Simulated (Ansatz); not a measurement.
# Cutoff, mesh or smearing: what limits a work function? K(100), Zr(0001), Mo(111), Ag(111), Cd(0001) and Pb(110)

One slab of each metal is run with one setting changed at a time. Which setting moves the work function most, and which can be cut?

**Method.** Ansatz 0.2.0, plane waves with PAW datasets (its set soft_2), PBE; unrelaxed symmetric slabs of 7 layers (11 for bcc (111)), 18 Å of vacuum. The reference has 420 eV, the mesh listed and Fermi-Dirac smearing of 0.1 eV; the other columns give the change in eV.

Results:

```tsv
face	mesh	reference (eV)	300 eV	600 eV	mesh × 1/3	mesh × 2/3	mesh × 3/2	Gaussian 0.05	cold 0.1	Methfessel-Paxton 0.2	Fermi-Dirac 0.3
K(100)	8×8	2.254	0.000	+0.001	+0.040	−0.013	0.000	−0.001	−0.009	−0.020	+0.194
Zr(0001)	15×15	4.192	0.000	0.000	−0.017	+0.004	0.000	−0.002	+0.012	+0.014	−0.014
Mo(111)	11×11	3.710	+0.003	0.000	−0.023	+0.008	0.000	−0.018	−0.016	−0.028	+0.146
Ag(111)	16×16	4.450	+0.003	0.000	+0.234	+0.020	−0.010	+0.004	−0.002	−0.009	+0.064
Cd(0001)	16×16	3.877	+0.006	0.000	−0.026	+0.013	−0.021	+0.052	+0.030	+0.014	+0.003
Pb(110)	8×12	3.700	−0.001	0.000	−0.148	−0.031	+0.009	−0.029	−0.027	−0.004	+0.023
```

What this shows: The largest change of a row comes from the hot smearing on 2 faces, from the coarsest mesh on 3 and from another setting on 1. Runs at 200 eV and on a still coarser mesh, made as deliberately poor settings, are not listed. 600 eV moves no value by more than 0.001 eV, and 300 eV none by more than 0.006 eV. A mesh with a third of the points along each axis is off by up to 0.23 eV (Ag(111)) and two thirds by up to 0.031 eV; three halves still move Cd(0001) by 0.021 eV, so the reference mesh is not converged beyond that. The three narrow or corrected schemes, nearer to zero temperature, lie −0.02 to +0.03 eV from the reference on average. Fermi-Dirac smearing of 0.3 eV, an electron temperature near 3,500 K, moves K(100) by 0.19 eV.

Caveats: Where those three schemes disagree, their widths or the mesh may be the cause; they were not run on a finer mesh. One setting changes at a time, and errors need not add; the faces are unrelaxed and unreconstructed. The table is a selection: not every member that was run is listed.

[Logs are printed without paths, hosts, clocks, repeated set-up lines and the standing remarks that a program may print on its own settings, such as how far it seeks lower states.]
